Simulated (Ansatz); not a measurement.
# How many bands does the GW gap of SiO2 (Stishovite) need?, part 2 of 2

How do accuracy and time trade against each other in G0W0 on SiO2 (Stishovite)?

Ansatz 0.2.0; G0W0 on PBE, plane waves, PAW. Known limits of the many-body steps: not at the basis limit.

So far. Step 4 (468 empty bands, screening to 270 eV): Against the run with 6×6×8 mesh, 276 empty bands, screening to 190 eV, hard PAW files, the gap moves by +0.09 eV.

### 5. 782 empty bands, screening to 380 eV

The input, input.yaml:

```yaml
crystal:
  lattice:
    - [4.1773, 0.0, 0.0]
    - [0.0, 4.1773, 0.0]
    - [0.0, 0.0, 2.6652]
  atoms:
    - { symbol: Si, position: [0.0, 0.0, 0.0] }
    - { symbol: Si, position: [0.5, 0.5, 0.5] }
    - { symbol: O, position: [0.3059, 0.3059, 0.0] }
    - { symbol: O, position: [0.1941, 0.8059, 0.5] }
    - { symbol: O, position: [0.6941, 0.6941, 0.0] }
    - { symbol: O, position: [0.8059, 0.1941, 0.5] }
kpoints:
  mp_grid: { grid: [6, 6, 8] }
hamiltonian:
  xc: pbe
  pseudopotentials: { kind: paw, source: ansatz }
scf:
  occupations: { method: fixed }
gw:
  n_empty_bands: 782
  ecut_chi: 380
  qp_bands: [v2, c2]
  qp_kpoints: band_edges
  screening: { model: contour_deformation }
```

Launch:

```
$ ansatz run input.yaml --threads 4 --pin off --max-ram 138240MiB --backend cuda --events-out ev --progress --plain --runs-dir out --devices 1 --max-vram 26GiB
```

Numbers of over 12 decimals in the logs are rounded to 6 here.

Log:

```text
GPUs: using 1 of 1 available (devices: 1).
[...]
GPU FFT provider: cuFFT
GPU libraries: cuBLAS 13.8.2, cuFFT 12.4.0, cuSOLVER 12.3.4
Crystal: 6 atoms, lattice volume = 46.507 Å³
Basis set: ecut = 930 eV, 3025 PW (Γ)
Bands: 22, of which v1, the nominal top of the filled ones, is band 16 counted from 1 (15 counted from 0)
Symmetry: 16 space group operations
[...]
k-points: 50 of 288
[...]
1    18     18.4257    -8.5423    -4.9449   -14.7596  0.8538    19.7054    19.6981  root
[...]
49    15      9.0380   -27.4277     4.4003   -21.0231  0.8037     7.0063     7.0338  root
    49    16      9.0380   -27.4277     4.4003   -21.0231  0.8037     7.0063     7.0338  root
    49    17     17.7896   -11.7996    -4.9150   -18.0814  0.8468    19.1645    19.1565  root
    49    18     17.7896   -11.7996    -4.9150   -18.0814  0.8468    19.1645    19.1565  root
[key lines of the parts left out:]
SCF converged after 7 iterations
Free energy (F): -3546.792310 eV
Fermi energy:    10.596227 eV
```

Elapsed: 4.6 min, on 1 × NVIDIA H100 80GB HBM3 (shared by 3 runs) with 4 threads of AMD EPYC 7R13 (Zen 3), shared host; peak memory 7.9 GiB; 9.7 min of CPU time.

This step gave:

```yaml
bands_summed: 798
rpa_eps_infinity_on_this_mesh_eigenvalues: 3.210, 3.210, 3.367
plane_waves_in_the_screening_matrix: 793
g0w0_gap_on_the_mesh: 8.748 eV
k_of_the_valence_top: 0, 0, 0
k_of_the_conduction_bottom: 0, 0, 0
starting_gap_on_the_mesh: 5.627 eV
least_direct_g0w0_gap_on_the_computed_points: 8.748 eV
```

Against the run with 6×6×8 mesh, 468 empty bands, screening to 270 eV, hard PAW files, the gap moves by +0.05 eV.

### 6. Changing the k mesh: 6×6×10 mesh, 121 empty bands, screening to 110 eV, hard PAW files

A second mesh at equal bands and cutoff isolates the sampling error. Bands and cutoff differ from the step before, so it is read against an earlier run that matches them.

input.yaml, as its differences from that of step 5:

```diff
@@ -13,3 +13,3 @@
 kpoints:
-  mp_grid: { grid: [6, 6, 8] }
+  mp_grid: { grid: [6, 6, 10] }
 hamiltonian:
@@ -20,4 +20,4 @@
 gw:
-  n_empty_bands: 782
-  ecut_chi: 380
+  n_empty_bands: 121
+  ecut_chi: 110.0
   qp_bands: [v2, c2]
```

Log:

```text
GPUs: using 1 of 1 available (devices: 1).
[...]
GPU FFT provider: cuFFT
GPU libraries: cuBLAS 13.8.2, cuFFT 12.4.0, cuSOLVER 12.3.4
Crystal: 6 atoms, lattice volume = 46.507 Å³
Basis set: ecut = 930 eV, 3025 PW (Γ)
Bands: 22, of which v1, the nominal top of the filled ones, is band 16 counted from 1 (15 counted from 0)
Symmetry: 16 space group operations
[...]
k-points: 60 of 360
[...]
1    18     18.0588    -8.2266    -4.5580   -14.3339  0.8577    19.6189    19.6081  root
[...]
59    15      9.0380   -27.4271     5.0748   -21.0231  0.8101     7.6972     7.7088  root
    59    16      9.0380   -27.4271     5.0748   -21.0231  0.8101     7.6972     7.7088  root
    59    17     17.7896   -11.8000    -4.4947   -18.0814  0.8499    19.5906    19.5763  root
    59    18     17.7896   -11.8000    -4.4947   -18.0814  0.8499    19.5906    19.5763  root
[key lines of the parts left out:]
SCF converged after 7 iterations
Free energy (F): -3546.792326 eV
Fermi energy:    10.596254 eV
```

Run time: 87 s. Hardware: 1 × NVIDIA H100 80GB HBM3 (shared by 3 runs) with 4 threads; peak memory 1.7 GiB.

This step gave:

* bands summed: 137
* RPA ε∞ on this mesh (eigenvalues): 3.255, 3.255, 3.412
* plane waves in the screening matrix: 129
* G0W0 gap on the mesh: 8.387 eV
* k of the valence top: 0, 0, 0
* k of the conduction bottom: 0, 0, 0
* starting gap on the mesh: 5.627 eV
* least direct G0W0 gap on the computed points: 8.387 eV

Against the run with 6×6×8 mesh, 121 empty bands, screening to 110 eV, hard PAW files, the gap moves by −0.001 eV.

### 7. Convergence and cost

Times are wall times on 1 × NVIDIA H100 80GB HBM3 (shared by 3 runs) with 4 threads of AMD EPYC 7R13 (Zen 3), shared host, good to a factor of about two.

```
  mesh     files            frequency  bands summed  cutoff (eV)  start (eV)  G0W0 (eV)     time  host memory (GiB)
 6×6×8  hard PAW  contour deformation           137          110       5.627      8.388     46 s                1.5
 6×6×8  hard PAW  contour deformation           292          190       5.627      8.610     74 s                2.5
 6×6×8  hard PAW  contour deformation           484          270       5.627      8.700  2.3 min                4.1
 6×6×8  hard PAW  contour deformation           798          380       5.627      8.748  4.6 min                7.9
6×6×10  hard PAW  contour deformation           137          110       5.627      8.387     87 s                1.7
```

How the two edges are built up, in eV (the quasiparticle level is the starting level plus Σx plus Σc less Vxc):

```
      run               edge  start      Σx     Σc     Vxc     Z     QP
137 bands        valence top  10.60  -28.26   4.89  -22.27  0.81   9.50
137 bands  conduction bottom  16.22  -13.87  -4.31  -19.84  0.85  17.89
292 bands        valence top  10.60  -28.26   4.51  -22.27  0.81   9.11
292 bands  conduction bottom  16.22  -13.87  -4.47  -19.84  0.84  17.72
484 bands        valence top  10.60  -28.26   4.29  -22.27  0.81   8.89
484 bands  conduction bottom  16.22  -13.87  -4.60  -19.84  0.84  17.59
798 bands        valence top  10.60  -28.26   4.12  -22.27  0.81   8.73
798 bands  conduction bottom  16.22  -13.87  -4.72  -19.84  0.84  17.48
```

### 8. What came out

```yaml
137_bands_110_ev: 8.388 eV
292_bands_190_ev: 8.610 eV
484_bands_270_ev: 8.700 eV
798_bands_380_ev: 8.748 eV
estimated_limit_in_bands_and_cutoff: 8.82 eV
mesh_and_start: 6×6×8, PBE
```

What this shows: A line in one over the bands through the two highest rungs gives 8.82 eV, +0.07 eV from the top rung; the pair below gives 8.84 eV, in fair agreement. The rungs stand 0.43 eV (137 bands), 0.21 eV (292 bands), 0.12 eV (484 bands) and 0.07 eV (798 bands) from it. From 137 to 798 bands the gap moves by +0.36 eV while the time grows 6.0-fold. Σc changes by −0.77 eV at the valence top and −0.41 eV at the conduction bottom, so both edges matter. On the 6×6×10 mesh in place of 6×6×8 the gap differs by −0.001 eV, of which +0.00 eV is already in the start. The cheapest rung within 0.1 eV of this estimate is that with 798 bands (4.6 min). Gaps are over the mesh's points; an edge off the mesh would be missed.

[Paths, hosts, dates, memory and timing lines, banners, echoed tables and standing remarks are left out of the program output.]

[Logs are printed without paths, hosts, clocks, repeated set-up lines and the standing remarks that a program may print on its own settings, such as how far it seeks lower states.]

[Runs of the session that timed out or met a known fault of the program may be left out.]

[Cells called generated may have been cut or substituted from an entry of the Crystallography Open Database or the Materials Project.]

[Hosts, paths, dates, database ids (printed as entryN), source tags and the programs' standing remarks are cut or masked in the printed files.]
